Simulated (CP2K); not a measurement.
Two runs for the C K edge of mercaptoallene. Run A: CP2K XAS_TDP, all-electron GAPW, PBEh(45%), aug-cc-pVDZ, TDA, no relativity. Run B differs in one setting.

First lines with a strength over 0.0015. A:

| atom | energy (eV) | states | strength, one atom |
| --- | --- | --- | --- |
| C1 (bonded to C and 2 H) | 281.39 | 1 | 0.0475 |
|  | 283.77 | 1 | 0.0046 |
|  | 284.38 | 1 | 0.0025 |
|  | 285.33 | 1 | 0.0046 |
|  | 285.46 | 1 | 0.0120 |
| C2 (bonded to 2 C) | 281.42 | 1 | 0.0521 |
|  | 281.89 | 1 | 0.0532 |
|  | 285.76 | 1 | 0.0017 |
|  | 286.19 | 1 | 0.0018 |
|  | 287.45 | 2 | 0.0021 |
| C3 (bonded to C, S and H) | 282.55 | 1 | 0.0501 |
|  | 283.56 | 1 | 0.0186 |
|  | 284.87 | 1 | 0.0052 |
|  | 285.74 | 1 | 0.0042 |
|  | 285.99 | 1 | 0.0090 |

B:

| atom | energy (eV) | states | strength, one atom |
| --- | --- | --- | --- |
| C1 (bonded to C and 2 H) | 268.47 | 1 | 0.0213 |
|  | 270.30 | 1 | 0.0029 |
|  | 270.41 | 1 | 0.0030 |
|  | 271.60 | 1 | 0.0085 |
|  | 272.73 | 1 | 0.0016 |
| C2 (bonded to 2 C) | 268.56 | 1 | 0.0023 |
|  | 268.60 | 1 | 0.0198 |
|  | 269.28 | 1 | 0.0286 |
|  | 269.90 | 1 | 0.0018 |
|  | 270.14 | 1 | 0.0047 |
| C3 (bonded to C, S and H) | 269.09 | 1 | 0.0036 |
|  | 269.83 | 1 | 0.0254 |
|  | 270.61 | 1 | 0.0028 |
|  | 270.81 | 1 | 0.0022 |
|  | 271.08 | 1 | 0.0021 |

**Question.** Which was it: the basis, scalar relativity switched on, the functional, GW2X switched on?

The functional (functional from PBEh(45%) to PBE; the lines alone don't name the new value). A functional moves all lines by electronvolts and changes their spacings and strengths. Against PBEh(45%) in aug-cc-pVDZ, the leading line moves by -12.92 eV, to 268.47 eV; the strength of C1's goes from 0.0475 to 0.0213. For C2 and C3 the rule picks another line of the list in the two runs, so no shift is given. The next line of C1 over the strength cut lies 1.83 eV higher, against 2.38.

[Hosts, paths, dates, database ids (printed as entryN), source tags and the programs' standing remarks are cut or masked in the printed files.]
